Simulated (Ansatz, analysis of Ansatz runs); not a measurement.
# Moving an added electron between Fe sites in NbFeO4 (C2/m), part 2 of 2

Question: does an added electron stay on the Fe atom where it is started in NbFeO4 (C2/m), and if so, how high is the barrier for a hop to another Fe site nearby? Model: a cell of 48 host atoms.

Ansatz 0.2.0; plane-wave PAW DFT, PBEsol+U; relaxation of all atoms of a supercell at fixed charge in a uniform background.

So far. Step 2 (The cell without the carrier): The largest displacement from an ideal site is 0.024 Å. Step 3 (The electron on the first site): The largest changes of the moments are 0.51 μB on Fe16, 0.06 μB on O18 and 0.06 μB on O19. The largest part sits on the chosen site.

**4. The electron on the second site**

The same start is made on the second site, to get the end of the hop.

Input file B.relax/input.yaml:

```yaml
crystal:
  lattice:
    - [-2.00015703, 3.83661972, 6.36485907]
    - [10.56814322, 0.0, 6.38823069]
    - [12.56830025, 3.83661972, 0.02337162]
  atoms:
    - { symbol: Nb, position: [0.437409, 0.836364, 0.061787] }
    - { symbol: Nb, position: [0.43743, 0.836296, 0.561863] }
[... 8 atom lines left out ...]
    - { symbol: Fe, position: [0.693574, 0.99689, 0.305774], spin: 5.0 }
[... 1 atom line left out ...]
    - { symbol: Fe, position: [0.305421, 0.003762, 0.193886], spin: -4.0 }
[... 2 atom lines left out ...]
    - { symbol: Fe, position: [0.805418, 0.503739, 0.693893], spin: -5.0 }
[... 2 atom lines left out ...]
    - { symbol: O, position: [0.56964, 0.787808, 0.459655] }
[... 28 atom lines left out ...]
    - { symbol: O, position: [0.685346, 0.32292, 0.813915] }
total_charge: -1
basis:
  ecutwfc: 420
  xc_grid: 2
hamiltonian:
  xc: pbesol
  hubbard: { sites: [{ species: Fe, l: d, u_eff: 4.0 }] }
kpoints:
  mp_grid: { grid: [1, 1, 1] }
magnetization:
  spin_polarized: true
  initial_magnetization: 1
  spin_locking: { lock_magnetization: hard }
scf:
  occupations: { method: fermi_dirac, width: 0.01 }
  max_iter: 120
  lower_state_search: "off"
output:
  forces: true
relax:
  f_tol: 0.015
  max_steps: 70
  escape_saddle: false
checkpoint:
  write: "../B.relax.run"
  compress: false
  write_wavefunctions: true
  write_every: 100000
```

Command:

```sh
> ansatz run input.yaml --threads 8 --pin off --max-ram 17899MiB --backend cpu --events-out ev --progress --plain --runs-dir out
```

Numbers of over 12 decimals in the logs are rounded to 6 here.

Log:

```text
[...]
Crystal: 48 atoms, lattice volume = 614.183 Å³
Basis set: ecut = 420 eV, 11987 PW (Γ), exchange–correlation on 108×180×180 points (8 copies of the dense FFT grid, shifted against one another)
Bands: 261, of which v1, the nominal top of the filled ones, is band 213 counted from 1 (212 counted from 0)
Symmetry: 1 space group operations
[...]
k-points: 1
[...]
Starting moments: Σ|m| = 39 μB on 8 of 48 sites
[...]
SCF iter   1: F=—  HF=-89501.139628 eV  |F-HF|=—  |Δ(HF+E_count)|=         —  Δρ=5.24e-2 (↑5.24e-2 ↓4.18e-2)  dr2=4.95e1  dr2_m=2.49e0  M=1.000 μB ∫|m|=36.178 μB  β_m=0.30  ethr=3.10e-3  ⟨swp⟩=5.0  Hψ=1661  notcnv=0  defer=51
[...]
Occupation matrices written to <dir>
--- Relaxed structure (7 steps of the walk, 7 accepted, 0 SCFs on fresh bases) ---
  F+E_penalty+E_count = -89499.10317621 eV   max|allowed force component| = 1.192e-2 eV/Å
  atoms:
    - { symbol: Nb, position: [0.438140, 0.836587, 0.061100] }
    - { symbol: Nb, position: [0.435619, 0.837403, 0.560489] }
[...]
- { symbol: Fe, position: [0.691358, 0.995692, 0.305516] }
    [... 1 atom left out ...]
    - { symbol: Fe, position: [0.302982, 0.000956, 0.196258] }
[...]
- { symbol: Fe, position: [0.803049, 0.504399, 0.696190] }
[...]
- { symbol: O, position: [0.561993, 0.796146, 0.452483] }
[...]
- { symbol: O, position: [0.715052, 0.589361, 0.784187] }
    [... 4 atoms left out ...]
    - { symbol: O, position: [0.408344, 0.960489, 0.090890] }
    [... 2 atoms left out ...]
    - { symbol: O, position: [0.902375, 0.457498, 0.596863] }
    [... 4 atoms left out ...]
    - { symbol: O, position: [0.182725, 0.815093, 0.316515] }
    [... 2 atoms left out ...]
    - { symbol: O, position: [0.683789, 0.322221, 0.815449] }
[key lines of the parts left out:]
SCF converged after 11 iterations
Magnetization: 1.0000 μB (213.0000 up, 212.0000 down)
Free energy (F): -89499.103176 eV
Fermi energy:    8.900588 (↑ 8.901272, ↓ 8.685423) eV
```

Wall time 45 s (8 threads of Arm Neoverse V1, shared host); peak memory 1.5 GiB.

Distances from Fe13 without and with the electron:

| atom | without (Å) | with (Å) |
| --- | --- | --- |
| O45 | 1.92 | 1.96 |
| O37 | 1.95 | 2.00 |
| O18 | 2.00 | 2.08 |
| O19 | 2.00 | 2.08 |
| O21 | 2.14 | 2.25 |
| O29 | 2.14 | 2.20 |

The largest changes of the moments are 0.51 μB on Fe13, 0.06 μB on O18 and 0.06 μB on O19. The largest part sits on the chosen site.

**5. Points on the line between the two structures**

All atoms move on the straight line between the two relaxed structures, 1.34 amu^1/2 Å long in mass-weighted terms. Each point starts from the state of the point before, once from either end, so that both localised states can be followed; the midpoint is also started with the carrier shared.

Input file A.x0500/input.yaml:

```yaml
crystal:
  lattice:
    - [-2.00015703, 3.83661972, 6.36485907]
    - [10.56814322, 0.0, 6.38823069]
    - [12.56830025, 3.83661972, 0.02337162]
  atoms:
    - { symbol: Nb, position: [0.437699, 0.836527, 0.061541] }
    - { symbol: Nb, position: [0.437184, 0.835838, 0.562054] }
[... 8 atom lines left out ...]
    - { symbol: Fe, position: [0.69254, 0.99451, 0.306699], spin: 5.0 }
[... 1 atom line left out ...]
    - { symbol: Fe, position: [0.303016, 0.002677, 0.196224], spin: -5.0 }
[... 2 atom lines left out ...]
    - { symbol: Fe, position: [0.803015, 0.502678, 0.696223], spin: -4.0 }
[... 2 atom lines left out ...]
    - { symbol: O, position: [0.554374, 0.803765, 0.444864] }
[... 28 atom lines left out ...]
    - { symbol: O, position: [0.683257, 0.318657, 0.815981] }
total_charge: -1
basis:
  ecutwfc: 420
  xc_grid: 2
hamiltonian:
  xc: pbesol
  hubbard: { sites: [{ species: Fe, l: d, u_eff: 4.0 }] }
kpoints:
  mp_grid: { grid: [1, 1, 1] }
magnetization:
  spin_polarized: true
  initial_magnetization: 1
  spin_locking: { lock_magnetization: hard }
scf:
  occupations: { method: fermi_dirac, width: 0.01 }
  max_iter: 120
  lower_state_search: "off"
output:
  forces: true
  eigenvalues: true
  eigenstates: { localisation: true }
  write_density: true
  write_potential: true
  volumetric_format: npy
checkpoint:
  read: "../A.x0375.run"
  write: "../A.x0500.run"
  compress: false
  write_wavefunctions: true
  write_every: 100000
```

Log:

```text
[...]
Warning: the atoms were moved onto the symmetric positions of the space group found under crystal.symmetry.tolerance 1.0e-5 (fractional; [...]
Warning: checkpoint.read: the run can stay near the saved state's solution: 48 site(s) moved relative to the saved geometry (max |Δs| = 1.904e-3 fractional); [...]
[...]
Crystal: 48 atoms, lattice volume = 614.183 Å³
Basis set: ecut = 420 eV, 11987 PW (Γ), exchange–correlation on 108×180×180 points (8 copies of the dense FFT grid, shifted against one another)
Bands: 261, of which v1, the nominal top of the filled ones, is band 213 counted from 1 (212 counted from 0)
Symmetry: 2 space group operations
[...]
k-points: 1
[...]
Starting moments: Σ|m| = 39 μB on 8 of 48 sites; this step starts from the density that it was given
[...]
iter 1 solved again at ethr=2.56e-6 eV; its pass at ethr=3.10e-3 eV (dr2=1.09e-2 eV) is discarded
[...]
SCF iter  24: F=-89499.020433 eV  HF=-89499.020433 eV  |F-HF|=2.63e-8  |Δ(HF+E_count)|=   2.55e-8  Δρ=1.54e-6 (↑1.32e-6 ↓1.54e-6)  dr2=3.27e-8  dr2_m=2.01e-9  M=1.000 μB ∫|m|=37.029 μB  ethr=2.35e-11  ⟨swp⟩=12.5  Hψ=3672  notcnv=0
SCF 1 converged in 24 iterations: F = -89499.020433 eV  dr2 = 3.27e-8
[...]
SCF converged after 24 iterations
[...]
Magnetization: 1.0000 μB (213.0000 up, 212.0000 down)
Absolute magnetization: 37.0482 μB (∫|ρ↑−ρ↓|, with the PAW one-centre terms)
[...]
Per-site moments (μB) at R_I (Å): [(0.00352844, 0.746975), (0.00161087, 0.742397), (0.00161087, 0.742397), [... 45 left out ...]
Free energy (F): -89499.020433 eV
[...]
Internal energy: -89499.020433 eV  (E = F + TS)
E sigma→0 (E₀):  -89499.020433 eV
Fermi energy:    8.916477 (↑ 8.916477, ↓ 8.622249) eV
[...]
--- Forces (eV/Å), atoms counted from 1 ---
  atom   1  Nb    -0.02578169     0.00000000    -0.00608123
  atom   2  Nb     0.00537330     0.00028381    -0.00596946
  [... 8 atoms left out ...]
  atom  11  Fe    -0.01171039     0.00009490     0.01408535
  [... 1 atom left out ...]
  atom  13  Fe     0.11712663    -0.00000000     0.05374512
  [... 2 atoms left out ...]
  atom  16  Fe     0.11699998    -0.00000000     0.05356147
  [... 2 atoms left out ...]
  atom  19  O     -0.18787946    -0.00055683    -0.12569229
  [... 4 atoms left out ...]
  atom  24  O      0.00666277    -0.00000000     0.02380905
  [... 12 atoms left out ...]
  atom  37  O      0.04191421     0.00000000    -0.01227392
  [... 2 atoms left out ...]
  atom  40  O      0.04170700     0.00000000    -0.01209708
  [... 4 atoms left out ...]
  atom  45  O      0.01352063     0.00000000    -0.00178108
  [... 2 atoms left out ...]
  atom  48  O      0.01349388     0.00000000    -0.00245194
  max |Σ_I F_I| component: 6.70e-5 eV/Å
--- Band table (eV) ---
[...]
Occupation matrices written to <dir>
```

Wall time 17 s (8 threads); peak memory 1.5 GiB; 2 min of CPU time.

The column dr2 measures how far the density is from self-consistency, as an energy; F and HF (Harris–Foulkes) agree once it is small.

From eigenstates.tsv, first k-point; energies on the run's zero. The participation number counts the atoms that a state is spread over, of 48; bands count from 0.

| spin | band | energy (eV) | occupation | participation | largest share on | share |
| --- | --- | --- | --- | --- | --- | --- |
| down | 206 | 6.813 | 1.00 | 14.3 | O22 | 0.12 |
| down | 207 | 6.882 | 1.00 | 19.7 | O22 | 0.08 |
| down | 208 | 6.998 | 1.00 | 14.6 | O21 | 0.11 |
| down | 209 | 7.247 | 1.00 | 13.0 | Fe16 | 0.13 |
| down | 210 | 7.464 | 1.00 | 8.9 | O17 | 0.19 |
| down | 211 | 7.880 | 1.00 | 8.9 | O18 | 0.18 |
| down | 212 | 9.365 | 0.00 | 3.4 | Fe9 | 0.38 |
| down | 213 | 9.503 | 0.00 | 3.0 | Fe9 | 0.41 |
| down | 214 | 9.509 | 0.00 | 3.3 | Fe10 | 0.39 |
| down | 215 | 9.569 | 0.00 | 3.4 | Fe9 | 0.38 |
| down | 216 | 9.630 | 0.00 | 3.5 | Fe10 | 0.37 |
| up | 207 | 6.852 | 1.00 | 12.1 | O45 | 0.11 |
| up | 208 | 6.876 | 1.00 | 14.3 | Fe9 | 0.10 |
| up | 209 | 6.946 | 1.00 | 14.3 | O18 | 0.12 |
| up | 210 | 7.451 | 1.00 | 8.9 | O22 | 0.19 |
| up | 211 | 7.624 | 1.00 | 8.6 | O21 | 0.19 |
| up | 212 | 8.605 | 1.00 | 3.0 | Fe13 | 0.41 |
| up | 213 | 9.228 | 0.00 | 3.4 | Fe13 | 0.38 |
| up | 214 | 9.343 | 0.00 | 3.1 | Fe14 | 0.40 |
| up | 215 | 9.512 | 0.00 | 2.8 | Fe14 | 0.42 |
| up | 216 | 9.549 | 0.00 | 3.0 | Fe14 | 0.41 |
| up | 217 | 9.650 | 0.00 | 2.9 | Fe14 | 0.41 |

Under PBEsol+U (4 eV) at the zone centre alone, the highest filled state is spin up, spread over 3 of 48 atoms, and the lowest empty one, 0.62 eV above it, is spin up, spread over 3 of 48 atoms.

Spin density in the bc plane at fractional x = 0.555, through the centre, with atoms of Nb and O within 0.45 Å of it.

Ten even steps from '0' (-0.18 e/Å³) to '9' (0.16 e/Å³), each cell a mean:
```
66555555555555555555555554103455555
67665555555555555555555555400455555
68865555555555555555555555553344555
65786555555555555555555555555554556
87656555555555555555555555555555556
79986555555555555555555555555555555
56898655555555555555555555555555555
55666765555555555555555555555555555
55566555555555555555555555555555555
55555655555555555555555555555555555
55555555555555555555555555555555555
55555555555555555555555554345555555
55555555555555555555555555313555555
66665555555555555555555555532555555
57766555555555555555555555554455555
65676555555555555555555555555555556
87655555555555555555555555555555556
79986555555555555555555555555555556
57898655555555555555555555555555555
55666765555555555555555555555555555
55566555555555555555555555555555555
55556665555555555555555555555555555
55555555555555555555555555555555555
55555555555555555555555554345555555
```
Columns run along b (12.3 Å), rows up along c (13.1 Å). Atoms in or near the plane, at fractional coordinates: Nb at (0.16, 0.44), Nb at (0.16, 0.94), O at (0.80, 0.44), O at (0.80, 0.94), O at (0.04, 0.40), O at (0.04, 0.91).

Electrostatic potential energy in the bc plane at fractional x = 0.555, through the centre, with atoms of Nb and O within 0.45 Å of it. With pseudopotentials it is smooth inside the atoms' cores, unlike the true potential.

Ten even steps from '0' (-45 eV) to '9' (14 eV), each cell a mean:
```
77500014899999999999999997213788886
33551000379999999999999999730169996
62136300037999999999999999996337999
87424763125899999999999999999988898
88887898766789999999999999999999998
87788999998889999999998899999999999
98777899999999999999998778899999999
99887889999999999999998765678999999
99988889999999999999999875346899999
88888889999999999999999987533589998
76557889999999999999999998875568998
86201478999999999999999995467778899
77500014899999999999999998312688887
33551000279999999999999999841158997
73135300027899999999999999997436999
88523763115799999999999999999988888
78886798766789999999999999999999998
87788999998889999999998899999999999
98777899999999999999998778899999999
99888889999999999999998765678999999
99988889999999999999999875346899999
88888789999999999999999987533579998
75457888999999999999999998875568998
86201478999999999999999985468777899
```
Columns run along b (12.3 Å; values clipped at the 3rd and 97th percentile), rows up along c (13.1 Å). Atoms in or near the plane, at fractional coordinates: Nb at (0.16, 0.44), Nb at (0.16, 0.94), O at (0.80, 0.44), O at (0.80, 0.94), O at (0.04, 0.40), O at (0.04, 0.91).

Valence density in the bc plane at fractional x = 0.555, through the centre, with atoms of Nb and O within 0.45 Å of it. It is the smooth field of the valence electrons, not physical close to the nuclei.

Values in e/Å³, 13 rows by 16 columns, each cell a mean:
```
2.1 2.2 4.6 2.3 0.2 0.0 0.0 0.0 0.0 0.0 0.0 0.7 4.5 2.9 0.3 1.0
2.4 3.7 1.9 3.6 1.4 0.2 0.0 0.0 0.0 0.0 0.0 0.0 0.4 2.4 1.1 0.3
0.3 0.8 0.9 0.4 0.6 0.6 0.3 0.0 0.1 0.1 0.1 0.0 0.1 0.1 0.3 0.3
0.3 0.5 0.2 0.1 0.1 0.2 0.4 0.2 0.1 0.1 0.3 0.4 0.2 0.2 0.1 0.1
0.2 0.6 0.6 0.1 0.0 0.0 0.0 0.1 0.1 0.1 0.2 0.8 1.0 0.3 0.3 0.2
0.4 0.6 0.7 0.5 0.1 0.0 0.0 0.0 0.0 0.0 0.2 0.5 0.8 0.7 0.2 0.2
0.7 2.7 3.1 0.8 0.1 0.0 0.0 0.0 0.0 0.0 0.1 1.2 3.5 1.1 0.3 0.6
3.1 2.6 3.6 4.1 0.7 0.1 0.0 0.0 0.0 0.0 0.0 0.1 2.0 4.2 0.9 0.5
0.6 2.7 1.4 1.6 1.4 0.4 0.1 0.0 0.1 0.1 0.0 0.0 0.1 0.4 0.7 0.3
0.3 0.4 0.4 0.2 0.2 0.4 0.5 0.1 0.1 0.2 0.2 0.1 0.1 0.1 0.1 0.2
0.2 0.6 0.3 0.1 0.0 0.0 0.2 0.2 0.1 0.1 0.3 0.8 0.4 0.2 0.2 0.1
0.2 0.5 0.9 0.3 0.0 0.0 0.0 0.0 0.1 0.1 0.2 0.5 1.2 0.6 0.2 0.2
0.6 2.0 1.2 0.5 0.2 0.0 0.0 0.0 0.0 0.0 0.2 1.2 1.2 0.6 0.3 0.3
```
Columns run along b (12.3 Å), rows up along c (13.1 Å). Atoms in or near the plane, at fractional coordinates: Nb at (0.16, 0.44), Nb at (0.16, 0.94), O at (0.80, 0.44), O at (0.80, 0.94), O at (0.04, 0.40), O at (0.04, 0.91).

Free energies from the first end:

| started from | fraction | energy (eV) | moment change on Fe16 (μB) | on Fe13 (μB) |
| --- | --- | --- | --- | --- |
| first site | 0 | 0.000 | 0.51 | 0.04 |
| first site | 0.125 | 0.007 | 0.50 | 0.05 |
| first site | 0.25 | 0.028 | 0.48 | 0.06 |
| first site | 0.375 | 0.059 | 0.44 | 0.08 |
| first site | 0.5 | 0.083 | 0.25 | 0.25 |
| first site | 0.625 | 0.059 | 0.08 | 0.44 |
| second site | 0.875 | 0.007 | 0.05 | 0.50 |
| second site | 0.75 | 0.028 | 0.06 | 0.48 |
| second site | 0.625 | 0.059 | 0.08 | 0.44 |
| second site | 0.5 | 0.083 | 0.25 | 0.25 |
| second site | 0.375 | 0.059 | 0.44 | 0.08 |
| shared | 0.5 | 0.083 | 0.25 | 0.25 |
| second site | 1 | 0.000 | 0.04 | 0.51 |

**6. Outcome**

```yaml
distance_of_the_two_sites_without_the_carrier: 3.84 Å
```

The highest point of the line lies 0.08 eV above the first end, but there the electron is shared along a chain of sites and their images, so this is no barrier of a single pair, which may be higher, and the image-charge term need not cancel. The second site lies about half a repeat away: the first meets it and its image at 3.84 and 3.84 Å, so the cell models a chain, and nothing is concluded on the coupling of a single pair. A shorter hop, 3.15 Å to Fe11 (opposite spin), was not computed. No run compares the localised electron with one spread in the band, so its binding is unknown. The magnetic order was assumed and need not be the ground state. The total moment is locked, so a carrier of the other spin direction was not tried. The program's search for lower electronic states was switched off in all runs, so that each state is followed; none is shown to be the lowest at its structure. No image-charge correction is applied; it nearly cancels along the line while the charge stays localised. What this leaves open: sampling at the zone centre alone can move energies of charged and open-shell states by tenths of an eV or more in cells of this size; the images are only 7.7 Å apart; gap and trapping depend on the U chosen (Fe d 4.0 eV).

[Logs are printed without paths, hosts, clocks, repeated set-up lines and the standing remarks that a program may print on its own settings, such as how far it seeks lower states.]

[Hosts, paths, dates, database ids (printed as entryN), source tags and the programs' standing remarks are cut or masked in the printed files.]
